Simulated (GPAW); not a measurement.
# Settings that the conductance of a Zr chain with one Au atom in line needs

Aim: the cheapest settings that leave the conductance of a Zr chain with one Au atom in line unchanged.

Method: GPAW LCAO, PAW setups; Landauer transmission from Green's functions with principal layers (ASE), zero bias, in GPAW 26.7.0.

Most raw output is cut from this account.

**1. The starting structure**

The cell holds 13 atoms: 12 Zr and 1 Au. Its edges and angles: a = 9.000 Å, b = 9.000 Å, c = 33.582 Å, α = 90.0°, β = 90.0°, γ = 90.0°. Regions: left lead, 6 atoms (6 Zr); channel, 1 atom (1 Au); right lead, 6 atoms (6 Zr). Vacuum lies along a and b. The structure is stacked along c, and the current runs across the ab planes.

Coordinates:

```cif
data_structure
_symmetry_space_group_name_H-M 'P 1'
_symmetry_Int_Tables_number 1
_cell_length_a 9.0000
_cell_length_b 9.0000
_cell_length_c 33.5822
_cell_angle_alpha 90.000
_cell_angle_beta 90.000
_cell_angle_gamma 90.000
_cell_volume 2720.16
loop_
_atom_site_label
_atom_site_type_symbol
_atom_site_fract_x
_atom_site_fract_y
_atom_site_fract_z
_atom_site_occupancy
Zr1 Zr 0.50000 0.50000 0.03871 1
Zr2 Zr 0.50000 0.50000 0.11613 1
Zr3 Zr 0.50000 0.50000 0.19355 1
Zr4 Zr 0.50000 0.50000 0.27098 1
Zr5 Zr 0.50000 0.50000 0.34840 1
Zr6 Zr 0.50000 0.50000 0.42582 1
Au7 Au 0.50000 0.50000 0.50000 1
Zr8 Zr 0.50000 0.50000 0.57418 1
Zr9 Zr 0.50000 0.50000 0.65160 1
Zr10 Zr 0.50000 0.50000 0.72902 1
Zr11 Zr 0.50000 0.50000 0.80645 1
Zr12 Zr 0.50000 0.50000 0.88387 1
Zr13 Zr 0.50000 0.50000 0.96129 1
```

**2. The reference run**

All settings start at ordinary values; they are then varied in turn, with meshes following the cell where its length changes.

Input file run.py:

```python
import json
import numpy as np
from ase import Atoms
from ase.transport.calculators import TransportCalculator
from gpaw import GPAW, FermiDirac
from gpaw.lcao.tools import get_lcao_hamiltonian
from scipy.linalg import eigh

# The junction with lead layers at both ends, along the third cell vector
device = Atoms(
    ['Zr', 'Zr', 'Zr', 'Zr', 'Zr', 'Zr', 'Au', 'Zr', 'Zr', 'Zr', 'Zr', 'Zr', 'Zr'],
    positions=[
        [4.50000, 4.50000, 1.30000],
        [4.50000, 4.50000, 3.90000],
        [4.50000, 4.50000, 6.50000],
        [4.50000, 4.50000, 9.10000],
        [4.50000, 4.50000, 11.70000],
        [4.50000, 4.50000, 14.30000],
        [4.50000, 4.50000, 16.79110],
        [4.50000, 4.50000, 19.28220],
        [4.50000, 4.50000, 21.88220],
        [4.50000, 4.50000, 24.48220],
        [4.50000, 4.50000, 27.08220],
        [4.50000, 4.50000, 29.68220],
        [4.50000, 4.50000, 32.28220]],
    cell=[[9.0, 0.0, 0.0], [0.0, 9.0, 0.0], [0.0, 0.0, 33.5822]],
    pbc=True)

# One principal layer of the lead: the first 4 atoms of the device
lead = Atoms(
    ['Zr', 'Zr', 'Zr', 'Zr'],
    positions=[
        [4.50000, 4.50000, 1.30000],
        [4.50000, 4.50000, 3.90000],
        [4.50000, 4.50000, 6.50000],
        [4.50000, 4.50000, 9.10000]],
    cell=[[9.0, 0.0, 0.0], [0.0, 9.0, 0.0], [0.0, 0.0, 10.4]],
    pbc=True)

settings = dict(mode='lcao', basis='szp(dzp)', xc='LDA', h=0.2,
                occupations=FermiDirac(0.1), maxiter=250,
                mixer=dict(beta=0.1, nmaxold=8, weight=100.0),
                convergence=dict(density=0.0001))
energies = np.arange(-2, 2 + 1e-9, 0.05)
eta = 0.0001
n1, n2 = 1, 1
# k and -k transmit alike, so half of the mesh across the current serves
mesh = [(i, j) for i in range(n1) for j in range(n2) if (i, j) <= (-i % n1, -j % n2)]
weights = np.array([1 if (i, j) == (-i % n1, -j % n2) else 2 for i, j in mesh]) / (n1 * n2)

# [... helper functions left out ...]
fermi_lead = ground_state(lead, (1, 1, 11), 'lead.txt')
fermi_device = ground_state(device, (1, 1, 3), 'device.txt')
# [... loop over the mesh left out, but for ...]
        # Shift the lead onto the potential of the device's first layer
        shift = ((H[:, 0, 0] - H0[:, 0, 0]) / S0[0, 0]).real.mean()
# [...]
kT = 8.617333e-5 * 300
bias = [0.1, 0.2, 0.5, 1.0, 1.5, 2.0]
# [... integrals and printing left out ...]
```

Run with:

```sh
$ OMP_NUM_THREADS=1 OPENBLAS_NUM_THREADS=1 python run.py
```

Wall time 77 s (1 thread of Arm Neoverse V2, shared host); peak memory 1.2 GiB.

This step gave:

```
conductance                                    : 2.091 G₀
largest coupling past the next principal layer : 9.78e-6 eV
largest misfit of the first principal layer    : 0.03059 eV
shift that aligns the lead                     : 0.003819 eV
basis functions of the junction                : 201
basis functions of a principal layer           : 64
transmission at the Fermi level (one spin)     : 2.084
```

One spin. The transmission, zone mean by energy, zero at the Fermi level:

energy (eV), transmission, zone mean and a bar from the least value:
```
   -2.000       0.52 
   -1.800       0.61 ##
   -1.600       0.68 ###
   -1.400       0.82 #####
   -1.200       1.03 #########
   -1.000       1.36 ###############
   -0.800       1.62 ####################
   -0.600       1.83 ########################
   -0.400       1.97 ##########################
   -0.200       2.05 ###########################
    0.000       2.08 ############################
    0.200       2.19 ##############################
    0.400       2.10 ############################
    0.600       1.98 ##########################
    0.800       1.88 ########################
    1.000       1.74 ######################
    1.200       1.05 ##########
    1.400       1.04 #########
    1.600       1.03 #########
    1.800       1.01 #########
    2.000       1.00 #########
```

Not self-consistent under bias; the bias window is split evenly. The current through one cell, from the zero-bias transmission by bias:

| bias (V) | current through one cell, from the zero-bias transmission (μA) |
| --- | --- |
| 0.100 | 16.2 |
| 0.200 | 32.5 |
| 0.500 | 81.6 |
| 1.000 | 161 |
| 1.500 | 234 |
| 2.000 | 298 |

Couplings past the next layer reach 9.8e-6 eV, small enough to drop; the matrix elements of the cell's first layer differ from the bulk lead's by up to 0.031 eV. That layer keeps its own values in the calculation, and only beyond it is the lead taken as perfect. The Fermi levels of lead and junction count from different zeros of potential, one for each periodic cell; with both set to zero, the small remaining shift is what aligns them. Without spin-orbit coupling, which is large for these atoms, channel counts and T are those of the scalar-relativistic bands. By hand: G = 2.091 × 77.48 μS = 162 μS, a resistance of 6.17 kΩ; at 0.1 V a linear junction would pass 16.2 μA, and the integral over the bias window gives 16.2 μA.

**3. Varying the k-points along the junction cell: kz = 1**

The junction cell repeats along the current in the SCF; more points there keep its states from feeling the period.

Changes to run.py since step 2:

```diff
@@ -52,3 +52,3 @@
 fermi_lead = ground_state(lead, (1, 1, 11), 'lead.txt')
-fermi_device = ground_state(device, (1, 1, 3), 'device.txt')
+fermi_device = ground_state(device, (1, 1, 1), 'device.txt')
 # [... loop over the mesh left out, but for ...]
```

The job ended after 58 s (1 thread; peak memory 1.2 GiB).

Numbers from this step:

```yaml
conductance: 2.116 G₀
largest_misfit_of_the_first_principal_layer: 0.05044 eV
shift_that_aligns_the_lead: 0.005454 eV
transmission_at_the_fermi_level_one_spin: 2.089
```

One spin. The transmission, zone mean by energy, zero at the Fermi level:

energy (eV), transmission, zone mean and a bar from the least value:
```
   -2.000       0.54 
   -1.800       0.63 ##
   -1.600       0.67 ##
   -1.400       0.80 #####
   -1.200       1.06 #########
   -1.000       1.40 ################
   -0.800       1.57 ###################
   -0.600       1.83 #######################
   -0.400       2.00 ##########################
   -0.200       2.07 ############################
    0.000       2.09 ############################
    0.200       2.20 ##############################
    0.400       2.10 ############################
    0.600       1.99 ##########################
    0.800       1.86 ########################
    1.000       1.72 #####################
    1.200       1.04 #########
    1.400       1.04 #########
    1.600       1.03 #########
    1.800       1.01 #########
    2.000       0.99 ########
```

Not self-consistent under bias; the bias window is split evenly. Table of current through one cell, from the zero-bias transmission by bias:

| bias (V) | current through one cell, from the zero-bias transmission (μA) |
| --- | --- |
| 0.100 | 16.4 |
| 0.200 | 32.9 |
| 0.500 | 82.4 |
| 1.000 | 162 |
| 1.500 | 235 |
| 2.000 | 299 |

The conductance, 2.12 G₀, lies 1.2 % above that of the base run.

**4. Varying the k-points along the junction cell: kz = 2**

Changes to run.py since step 3:

```diff
@@ -52,3 +52,3 @@
 fermi_lead = ground_state(lead, (1, 1, 11), 'lead.txt')
-fermi_device = ground_state(device, (1, 1, 1), 'device.txt')
+fermi_device = ground_state(device, (1, 1, 2), 'device.txt')
 # [... loop over the mesh left out, but for ...]
```

The job ended after 77 s (1 thread; peak memory 1.2 GiB).

This step gave:

```
conductance                                 : 2.089 G₀
largest misfit of the first principal layer : 0.03297 eV
shift that aligns the lead                  : -0.003196 eV
transmission at the Fermi level (one spin)  : 2.083
```

One spin. The transmission, zone mean by energy, zero at the Fermi level:

| energy (eV) | transmission, zone mean |
| --- | --- |
| -2.000 | 0.522 |
| -1.800 | 0.616 |
| -1.600 | 0.682 |
| -1.400 | 0.831 |
| -1.200 | 1.04 |
| -1.000 | 1.36 |
| -0.800 | 1.63 |
| -0.600 | 1.84 |
| -0.400 | 1.97 |
| -0.200 | 2.04 |
| 0.000 | 2.08 |
| 0.150 | 2.19 |
| 0.200 | 2.19 |
| 0.400 | 2.09 |
| 0.600 | 1.97 |
| 0.800 | 1.88 |
| 1.000 | 1.74 |
| 1.200 | 1.05 |
| 1.400 | 1.04 |
| 1.600 | 1.03 |
| 1.800 | 1.01 |
| 2.000 | 0.997 |

Not self-consistent under bias; the bias window is split evenly. Table of current through one cell, from the zero-bias transmission by bias:

| bias (V) | current through one cell, from the zero-bias transmission (μA) |
| --- | --- |
| 0.100 | 16.2 |
| 0.200 | 32.5 |
| 0.500 | 81.6 |
| 1.000 | 161 |
| 1.500 | 234 |
| 2.000 | 299 |

The conductance equals that of the base run to 0.2 %.

**5. K-points along the junction cell: kz = 6**

Changes to run.py since step 4:

```diff
@@ -52,3 +52,3 @@
 fermi_lead = ground_state(lead, (1, 1, 11), 'lead.txt')
-fermi_device = ground_state(device, (1, 1, 2), 'device.txt')
+fermi_device = ground_state(device, (1, 1, 6), 'device.txt')
 # [... loop over the mesh left out, but for ...]
```

Wall time 96 s (1 thread); peak memory 1.2 GiB.

One spin. Transmission, zone mean against energy, zero at the Fermi level:

| energy (eV) | transmission, zone mean |
| --- | --- |
| -2.00 | 0.518 |
| -1.90 | 0.569 |
| -1.80 | 0.613 |
| -1.70 | 0.650 |
| -1.55 | 0.692 |
| -1.45 | 0.773 |
| -1.35 | 0.874 |
| -1.25 | 0.977 |
| -1.15 | 1.08 |
| -1.05 | 1.29 |
| -0.90 | 1.49 |
| -0.80 | 1.62 |
| -0.70 | 1.73 |
| -0.60 | 1.83 |
| -0.50 | 1.91 |
| -0.40 | 1.97 |
| -0.25 | 2.03 |
| -0.15 | 2.06 |
| -0.05 | 2.08 |
| 0.00 | 2.08 |
| 0.05 | 2.10 |
| 0.15 | 2.19 |
| 0.20 | 2.19 |
| 0.25 | 2.18 |
| 0.40 | 2.10 |
| 0.50 | 2.03 |
| 0.60 | 1.98 |
| 0.70 | 1.93 |
| 0.80 | 1.88 |
| 0.90 | 1.82 |
| 1.05 | 1.66 |
| 1.15 | 1.05 |
| 1.25 | 1.05 |
| 1.35 | 1.04 |
| 1.45 | 1.03 |
| 1.55 | 1.03 |
| 1.70 | 1.02 |
| 1.80 | 1.01 |
| 1.90 | 1.00 |
| 2.00 | 0.997 |

The conductance equals that of the base run to 0.2 %.

**6. Convergence in the k-points along the junction cell**

The runs and the base run on one axis.

This step: convergence of the conductance (GPAW 26.7.0).

Table of conductance by k-points along the junction cell:

| k-points along the junction cell | conductance (G₀) |
| --- | --- |
| 1.00 | 2.12 |
| 2.00 | 2.09 |
| 3.00 | 2.09 |
| 6.00 | 2.09 |

**7. Varying the grid spacing**

The real-space grid carries density and potential; a coarse one breaks translation symmetry along the lead and scatters electrons that should pass.

This step: GPAW LCAO, PAW setups; Landauer transmission from Green's functions with principal layers (ASE), zero bias (GPAW 26.7.0).

Changes to run.py since step 5:

```diff
@@ -39,3 +39,3 @@
 
-settings = dict(mode='lcao', basis='szp(dzp)', xc='LDA', h=0.2,
+settings = dict(mode='lcao', basis='szp(dzp)', xc='LDA', h=0.3,
                 occupations=FermiDirac(0.1), maxiter=250,
@@ -52,3 +52,3 @@
 fermi_lead = ground_state(lead, (1, 1, 11), 'lead.txt')
-fermi_device = ground_state(device, (1, 1, 6), 'device.txt')
+fermi_device = ground_state(device, (1, 1, 3), 'device.txt')
 # [... loop over the mesh left out, but for ...]
```

Run time: 30 s. Hardware: 1 thread; peak memory 0.46 GiB.

This step gave:

```yaml
conductance: 2.087 G₀
largest_coupling_past_the_next_principal_layer: 9.77e-6 eV
largest_misfit_of_the_first_principal_layer: 0.02826 eV
shift_that_aligns_the_lead: 0.001750 eV
transmission_at_the_fermi_level_one_spin: 2.082
```

One spin. The transmission, zone mean by energy, zero at the Fermi level:

energy (eV), transmission, zone mean and a bar from the least value:
```
    -2.00       0.52 
    -1.85       0.60 #
    -1.70       0.65 ##
    -1.60       0.68 ###
    -1.45       0.77 ####
    -1.30       0.92 #######
    -1.15       1.08 ##########
    -1.05       1.28 ##############
    -0.90       1.49 #################
    -0.75       1.67 #####################
    -0.60       1.83 ########################
    -0.50       1.90 #########################
    -0.35       1.99 ##########################
    -0.20       2.04 ###########################
    -0.05       2.08 ############################
     0.00       2.08 ############################
     0.05       2.09 ############################
     0.20       2.18 ##############################
     0.35       2.12 #############################
     0.50       2.03 ###########################
     0.60       1.98 ##########################
     0.75       1.90 #########################
     0.90       1.82 #######################
     1.05       1.63 ####################
     1.15       1.05 ##########
     1.30       1.04 #########
     1.45       1.03 #########
     1.60       1.02 #########
     1.70       1.02 #########
     1.85       1.01 #########
     2.00       1.00 #########
```

Not self-consistent under bias; the bias window is split evenly. The current through one cell, from the zero-bias transmission by bias:

| bias (V) | current through one cell, from the zero-bias transmission (μA) |
| --- | --- |
| 0.100 | 16.2 |
| 0.200 | 32.4 |
| 0.500 | 81.4 |
| 1.000 | 160 |
| 1.500 | 233 |
| 2.000 | 298 |

The conductance equals that of the base run to 0.2 %.

**8. Grid spacing: h = 0.26**

Changes to run.py since step 7:

```diff
@@ -39,3 +39,3 @@
 
-settings = dict(mode='lcao', basis='szp(dzp)', xc='LDA', h=0.3,
+settings = dict(mode='lcao', basis='szp(dzp)', xc='LDA', h=0.26,
                 occupations=FermiDirac(0.1), maxiter=250,
```

Elapsed: 45 s, on 1 thread; peak memory 0.72 GiB.

This step gave:

```
conductance                                    : 2.090 G₀
largest coupling past the next principal layer : 9.79e-6 eV
largest misfit of the first principal layer    : 0.02876 eV
shift that aligns the lead                     : 0.002639 eV
transmission at the Fermi level (one spin)     : 2.084
```

One spin. Transmission, zone mean against energy, zero at the Fermi level:

| energy (eV) | transmission, zone mean |
| --- | --- |
| -2.000 | 0.519 |
| -1.800 | 0.614 |
| -1.600 | 0.679 |
| -1.400 | 0.820 |
| -1.200 | 1.03 |
| -1.000 | 1.35 |
| -0.800 | 1.62 |
| -0.600 | 1.83 |
| -0.400 | 1.97 |
| -0.200 | 2.05 |
| 0.000 | 2.08 |
| 0.200 | 2.19 |
| 0.400 | 2.09 |
| 0.600 | 1.98 |
| 0.800 | 1.88 |
| 1.000 | 1.73 |
| 1.200 | 1.05 |
| 1.400 | 1.04 |
| 1.600 | 1.03 |
| 1.800 | 1.01 |
| 2.000 | 0.997 |

Not self-consistent under bias; the bias window is split evenly. Table of current through one cell, from the zero-bias transmission by bias:

| bias (V) | current through one cell, from the zero-bias transmission (μA) |
| --- | --- |
| 0.100 | 16.2 |
| 0.200 | 32.5 |
| 0.500 | 81.5 |
| 1.000 | 161 |
| 1.500 | 233 |
| 2.000 | 298 |

The conductance equals that of the base run to 0.2 %.

**9. Varying the grid spacing**

Changes to run.py since step 8:

```diff
@@ -39,3 +39,3 @@
 
-settings = dict(mode='lcao', basis='szp(dzp)', xc='LDA', h=0.26,
+settings = dict(mode='lcao', basis='szp(dzp)', xc='LDA', h=0.22,
                 occupations=FermiDirac(0.1), maxiter=250,
```

The job ended after 62 s (1 thread; peak memory 0.98 GiB).

One spin. The transmission, zone mean by energy, zero at the Fermi level:

energy (eV), transmission, zone mean and a bar from the least value:
```
   -2.000       0.52 
   -1.800       0.61 ##
   -1.600       0.68 ###
   -1.400       0.82 #####
   -1.200       1.03 #########
   -1.000       1.36 ###############
   -0.800       1.62 ####################
   -0.600       1.83 ########################
   -0.400       1.97 ##########################
   -0.200       2.05 ###########################
    0.000       2.08 ############################
    0.200       2.19 ##############################
    0.400       2.09 ############################
    0.600       1.98 ##########################
    0.800       1.88 ########################
    1.000       1.73 ######################
    1.200       1.05 ##########
    1.400       1.04 #########
    1.600       1.03 #########
    1.800       1.01 #########
    2.000       1.00 #########
```

The conductance equals that of the base run to 0.2 %.

**10. Grid spacing: h = 0.16**

Changes to run.py since step 9:

```diff
@@ -39,3 +39,3 @@
 
-settings = dict(mode='lcao', basis='szp(dzp)', xc='LDA', h=0.22,
+settings = dict(mode='lcao', basis='szp(dzp)', xc='LDA', h=0.16,
                 occupations=FermiDirac(0.1), maxiter=250,
```

The job ended after 2.4 min (1 thread; peak memory 2.3 GiB).

One spin. Transmission, zone mean against energy, zero at the Fermi level:

| energy (eV) | transmission, zone mean |
| --- | --- |
| -2.00 | 0.516 |
| -1.90 | 0.567 |
| -1.80 | 0.611 |
| -1.70 | 0.648 |
| -1.55 | 0.690 |
| -1.45 | 0.771 |
| -1.35 | 0.872 |
| -1.25 | 0.974 |
| -1.15 | 1.08 |
| -1.05 | 1.29 |
| -0.90 | 1.49 |
| -0.80 | 1.62 |
| -0.70 | 1.73 |
| -0.60 | 1.83 |
| -0.50 | 1.91 |
| -0.40 | 1.97 |
| -0.25 | 2.03 |
| -0.15 | 2.06 |
| -0.05 | 2.08 |
| 0.00 | 2.08 |
| 0.05 | 2.10 |
| 0.15 | 2.18 |
| 0.20 | 2.19 |
| 0.25 | 2.17 |
| 0.40 | 2.10 |
| 0.50 | 2.03 |
| 0.60 | 1.98 |
| 0.70 | 1.93 |
| 0.80 | 1.88 |
| 0.90 | 1.82 |
| 1.05 | 1.66 |
| 1.15 | 1.06 |
| 1.25 | 1.05 |
| 1.35 | 1.04 |
| 1.45 | 1.03 |
| 1.55 | 1.03 |
| 1.70 | 1.02 |
| 1.80 | 1.01 |
| 1.90 | 1.00 |
| 2.00 | 0.997 |

The conductance equals that of the base run to 0.2 %.

**11. Grid spacing: h = 0.14**

Changes to run.py since step 10:

```diff
@@ -39,3 +39,3 @@
 
-settings = dict(mode='lcao', basis='szp(dzp)', xc='LDA', h=0.16,
+settings = dict(mode='lcao', basis='szp(dzp)', xc='LDA', h=0.14,
                 occupations=FermiDirac(0.1), maxiter=250,
```

It took 3.3 min on 1 thread; peak memory 3.5 GiB.

One spin. Transmission, zone mean against energy, zero at the Fermi level:

energy (eV), transmission, zone mean and a bar from the least value:
```
   -2.000       0.52 
   -1.800       0.61 ##
   -1.600       0.68 ###
   -1.400       0.82 #####
   -1.200       1.03 #########
   -1.000       1.36 ###############
   -0.800       1.62 ####################
   -0.600       1.83 ########################
   -0.400       1.97 ##########################
   -0.200       2.05 ###########################
    0.000       2.08 ############################
    0.200       2.19 ##############################
    0.400       2.10 ############################
    0.600       1.98 ##########################
    0.800       1.88 ########################
    1.000       1.74 ######################
    1.200       1.05 ##########
    1.400       1.04 #########
    1.600       1.03 #########
    1.800       1.01 #########
    2.000       1.00 #########
```

The conductance equals that of the base run to 0.2 %.

**12. Convergence in the grid spacing**

This step: convergence of the conductance (GPAW 26.7.0).

The conductance stays at 2.09 G₀ for grid spacing from 0.14 to 0.3 Å.

(Continued in part 2 of 2.)

[Logs are printed without paths, hosts, clocks, repeated set-up lines and the standing remarks that a program may print on its own settings, such as how far it seeks lower states.]

[Hosts, paths, dates, database ids (printed as entryN), source tags and the programs' standing remarks are cut or masked in the printed files.]
